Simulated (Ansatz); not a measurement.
# Bands, cutoff and cost in G0W0 for SrWO4 (I4_1/a), part 2 of 2

Wanted: a G0W0 gap for SrWO4 (I4_1/a) that is converged in bands and cutoff, or an estimate of the limit.

Ansatz 0.2.0; G0W0 on LDA, plane waves, PAW. Known limits of the many-body steps: not at the basis limit; no spin-orbit coupling.

So far. Step 4 (968 empty bands, screening to 180 eV): Against the run with 4×4×4 mesh, 450 empty bands, screening to 108 eV, the gap moves by +0.019 eV.

## Step 5: Changing the frequency model: 4×4×4 mesh, 968 empty bands, screening to 180 eV, plasmon pole

A plasmon pole stands in for the full frequency dependence of the screening; this run shows what that costs in accuracy.

File input.yaml:

```yaml
crystal:
  lattice:
    - [-2.7201121709, 2.7201121709, 5.9699255756]
    - [2.7201121709, -2.7201121709, 5.9699255756]
    - [2.7201121709, 2.7201121709, -5.9699255756]
  atoms:
    - { symbol: Sr, position: [0.75, 0.25, 0.5] }
    - { symbol: Sr, position: [0.0, 0.0, 0.0] }
    - { symbol: W, position: [0.25, 0.75, 0.5] }
    - { symbol: W, position: [0.5, 0.5, 0.0] }
    - { symbol: O, position: [0.44084291, 0.81857378, 0.09339807] }
    - { symbol: O, position: [0.56857378, 0.97517571, 0.87773087] }
    - { symbol: O, position: [0.09744484, 0.69084291, 0.12226913] }
    - { symbol: O, position: [0.72517571, 0.34744484, 0.90660193] }
    - { symbol: O, position: [0.02482429, 0.90255516, 0.59339807] }
    - { symbol: O, position: [0.65255516, 0.55915709, 0.37773087] }
    - { symbol: O, position: [0.18142622, 0.27482429, 0.62226913] }
    - { symbol: O, position: [0.30915709, 0.43142622, 0.40660193] }
kpoints:
  mp_grid: { grid: [4, 4, 4] }
hamiltonian:
  xc: lda
scf:
  occupations: { method: fixed }
gw:
  n_empty_bands: 968
  ecut_chi: 180.0
  qp_bands: [v4, c4]
  qp_kpoints: band_edges
  screening: { model: godby_needs }
```

On the command line:

```bash
$ ansatz run input.yaml --threads 3 --pin off --max-ram 92160MiB --backend cuda --events-out ev --progress --plain --runs-dir out --devices 1 --max-vram 13GiB  # rebuilt from the run's record
```

Numbers of over 12 decimals in the logs are rounded to 6 here.

The program printed:

```text
GPUs: using 1 of 1 available (devices: 1).
[...]
GPU FFT provider: cuFFT
GPU libraries: cuBLAS 13.8.2, cuFFT 12.4.0, cuSOLVER 12.3.4
Crystal: 12 atoms, lattice volume = 176.686 Å³
Basis set: ecut = 420 eV, 3435 PW (Γ)
Bands: 60, of which v1, the nominal top of the filled ones, is band 48 counted from 1 (47 counted from 0)
Symmetry: 8 space group operations
[...]
k-points: 14 of 64
[...]
0    52     11.1868   -16.1885    -4.1056   -21.9705  0.8128    12.8729    12.8633  root
[...]
13    49     10.6081   -14.5090    -4.2083   -20.2813  0.8232    12.1798    12.1721  root
    13    50     10.6081   -14.5090    -4.2083   -20.2813  0.8232    12.1798    12.1721  root
    13    51     10.8963   -15.5232    -4.1646   -21.3128  0.8181    12.5292    12.5212  root
    13    52     10.8963   -15.5232    -4.1646   -21.3128  0.8181    12.5292    12.5212  root
[key lines of the parts left out:]
SCF converged after 7 iterations
Free energy (F): -31602.491921 eV
Fermi energy:    6.167227 eV
```

The job ended after 5.2 min (1 × NVIDIA H100 80GB HBM3 (shared by 6 runs) with 3 threads of AMD EPYC 7R13 (Zen 3), shared host; peak memory 12 GiB; 12 min of CPU time).

Numbers from this step:

```yaml
bands_summed: 1016
plasmon_pole_fit_frequency: 27.37 eV
rpa_eps_infinity_on_this_mesh_eigenvalues: 3.451, 3.451, 3.508
plane_waves_in_the_screening_matrix: 989
g0w0_gap_on_the_mesh: 6.640 eV
k_of_the_valence_top: 0, 0, 0
k_of_the_conduction_bottom: 0, 0, 0
starting_gap_on_the_mesh: 4.335 eV
least_direct_g0w0_gap_on_the_computed_points: 6.640 eV
```

Against the run with 4×4×4 mesh, 968 empty bands, screening to 180 eV, the gap moves by +0.05 eV.

## Step 6: Changing the files and raising the bands: 4×4×4 mesh, 1436 empty bands, screening to 234 eV, hard PAW files

Other atomic data (hard PAW) test the pseudisation: the cutoff goes from 420 to 930 eV and the valence electrons from 96 to 124, which opens shells that were frozen. Bands and screening cutoff change too, so the step is no clean test of the files.

input.yaml, as its differences from that of step 5:

```diff
@@ -22,2 +22,3 @@
   xc: lda
+  pseudopotentials: { kind: paw, source: ansatz }
 scf:
@@ -25,6 +26,6 @@
 gw:
-  n_empty_bands: 968
-  ecut_chi: 180.0
+  n_empty_bands: 1436
+  ecut_chi: 234.0
   qp_bands: [v4, c4]
   qp_kpoints: band_edges
-  screening: { model: godby_needs }
+  screening: { model: contour_deformation }
```

The program printed:

```text
GPUs: using 1 of 1 available (devices: 1).
[...]
GPU FFT provider: cuFFT
GPU libraries: cuBLAS 13.8.2, cuFFT 12.4.0, cuSOLVER 12.3.4
Crystal: 12 atoms, lattice volume = 176.686 Å³
Basis set: ecut = 930 eV, 11361 PW (Γ)
Bands: 75, of which v1, the nominal top of the filled ones, is band 62 counted from 1 (61 counted from 0)
Symmetry: 8 space group operations
[...]
k-points: 14 of 64
[...]
0    66     12.1194   -16.1523    -4.4402   -21.9377  0.7866    13.4840    13.4647  root
[...]
13    63     11.5394   -14.4801    -4.4860   -20.2533  0.7986    12.8429    12.8266  root
    13    64     11.5394   -14.4801    -4.4860   -20.2533  0.7986    12.8429    12.8266  root
    13    65     11.8284   -15.4891    -4.4712   -21.2811  0.7931    13.1668    13.1491  root
    13    66     11.8284   -15.4891    -4.4712   -21.2811  0.7931    13.1668    13.1491  root
[key lines of the parts left out:]
SCF converged after 10 iterations
Free energy (F): -46593.846322 eV
Fermi energy:    7.091283 eV
```

Run time: 6.6 min. Hardware: 1 × NVIDIA H100 80GB HBM3 (shared by 6 runs) with 3 threads; peak memory 8.6 GiB.

This step gave:

| Item | Value |
| --- | --- |
| bands summed | 1498 |
| RPA ε∞ on this mesh (eigenvalues) | 3.450, 3.450, 3.507 |
| plane waves in the screening matrix | 1419 |
| G0W0 gap on the mesh | 6.627 eV |
| k of the valence top | 0, 0, 0 |
| k of the conduction bottom | 0, 0, 0 |
| starting gap on the mesh | 4.343 eV |
| least direct G0W0 gap on the computed points | 6.627 eV |

Against the run with 4×4×4 mesh, 968 empty bands, screening to 180 eV, the gap moves by +0.03 eV.

## Step 7: The runs together

Times are wall times on 1 × NVIDIA H100 80GB HBM3 (shared by 6 runs) with 3 threads of AMD EPYC 7R13 (Zen 3), shared host, good to a factor of about two.

```
 mesh        files            frequency  bands summed  cutoff (eV)  start (eV)  G0W0 (eV)     time  host memory (GiB)
4×4×4  default PAW  contour deformation           207           54       4.335      6.710     14 s                1.3
4×4×4  default PAW  contour deformation           498          108       4.335      6.575     38 s                1.9
4×4×4  default PAW  contour deformation          1016          180       4.335      6.594  2.7 min                3.4
4×4×4  default PAW         plasmon pole          1016          180       4.335      6.640  5.2 min                 12
4×4×4     hard PAW  contour deformation          1498          234       4.343      6.627  6.6 min                8.6
```

How the two edges are built up, in eV (the quasiparticle level is the starting level plus Σx plus Σc less Vxc):

```
       run               edge  start      Σx     Σc     Vxc     Z     QP
 207 bands        valence top   6.17  -25.75   4.59  -20.84  0.76   5.84
 207 bands  conduction bottom  10.50  -14.95  -3.82  -20.82  0.81  12.55
 498 bands        valence top   6.17  -25.75   4.34  -20.84  0.75   5.60
 498 bands  conduction bottom  10.50  -14.95  -4.20  -20.82  0.80  12.17
1016 bands        valence top   6.17  -25.75   4.10  -20.84  0.75   5.35
1016 bands  conduction bottom  10.50  -14.95  -4.43  -20.82  0.80  11.95
```

## Step 8: Summary of results

- 207 bands, 54 eV: 6.710 eV
- 498 bands, 108 eV: 6.575 eV
- 1016 bands, 180 eV: 6.594 eV
- mesh and start: 4×4×4, LDA

What this shows: From 207 to 1016 bands the gap moves by −0.12 eV while the time grows 11-fold. Σc changes by −0.49 eV at the valence top and −0.61 eV at the conduction bottom, so the levels themselves move more than the gap between them. The gap turns back along the series, so no limit is drawn from it. The plasmon-pole model gives +0.05 eV against contour deformation, 2 % of the correction, and saved no time in this program. With hard PAW files and 1498 bands the gap is 6.63 eV. The many-body steps are scalar-relativistic: spin-orbit coupling is not in them.

[Paths, hosts, dates, memory and timing lines, banners, echoed tables and standing remarks are left out of the program output.]

[Logs are printed without paths, hosts, clocks, repeated set-up lines and the standing remarks that a program may print on its own settings, such as how far it seeks lower states.]

[Runs of the session that timed out or met a known fault of the program may be left out.]

[Cells called generated may have been cut or substituted from an entry of the Crystallography Open Database or the Materials Project.]

[Hosts, paths, dates, database ids (printed as entryN), source tags and the programs' standing remarks are cut or masked in the printed files.]
